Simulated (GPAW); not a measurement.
Two runs for the Ni K edge of atom 2 in ZnNi (Pm-3m). Run A: GPAW, LDA, excited-electron core hole (neutral cell), 18-atom cell with 6.5 Å between holes, 3×3×3 k points, dipole transitions, Gaussian full width 1.44 eV up to 4 eV, rising linearly to 3.5 eV at 25 eV. Run B differs in one choice.

Energy from the lowest empty level; intensity scaled to a mean of 1 over the first 20 eV:

```tsv
E (eV)	A	B
-2.0	0.00	0.00
-1.0	0.03	0.00
0.0	0.32	0.31
1.0	0.61	0.93
2.0	0.45	0.35
3.0	0.43	0.27
4.0	0.61	0.49
5.0	0.70	0.67
6.0	0.83	0.53
7.0	1.05	1.24
8.0	0.94	0.68
9.0	1.02	1.19
10.0	0.98	1.05
11.0	0.92	0.67
12.0	1.09	1.39
13.0	1.20	0.90
14.0	1.33	1.51
15.0	1.41	1.31
16.0	1.50	1.32
17.0	1.62	1.97
18.0	1.48	1.63
19.0	1.14	0.99
20.0	0.87	0.76
21.0	0.74	0.75
22.0	0.69	0.62
23.0	0.72	0.54
24.0	0.82	0.82
25.0	0.92	1.12
26.0	0.95	1.00
27.0	0.91	0.89
28.0	0.87	0.81
29.0	0.85	0.83
30.0	0.86	0.85
31.0	0.92	0.83
32.0	1.01	0.93
```

The database entry behind the starting cell is an old determination (1936), so it need not match the best structure at ambient conditions.

What was changed?
a) the volume of the cell
b) the broadening
c) the k mesh of the field
d) the k mesh of the spectrum

(b): run B changes the broadening from Gaussian full width 1.44 eV up to 4 eV, rising linearly to 3.5 eV at 25 eV to Gaussian full width 0.5 eV up to 4 eV, rising linearly to 1.5 eV at 25 eV. The scaled spectrum changes by 17 % r.m.s. The highest intensity below 24 eV goes from 17.1 eV (1.62) to 17.3 eV (2.05). Other settings could leave a like mark; this is the one that was changed.

[Banner, clock and machine lines of the logs are left out without a mark of their own.]

[Logs are printed without paths, hosts, clocks, repeated set-up lines and the standing remarks that a program may print on its own settings, such as how far it seeks lower states.]

[Hosts, paths, dates, database ids (printed as entryN), source tags and the programs' standing remarks are cut or masked in the printed files.]

[Lists of maxima count a maximum above −3 eV only where it reaches 4 % of the highest in the window and stands out from its surroundings by 2 % of it (1.5 % where it reaches 55 %); shoulders and weaker maxima are passed over, and of the rest the first, up to two pre-edge ones and the few strongest are named.]
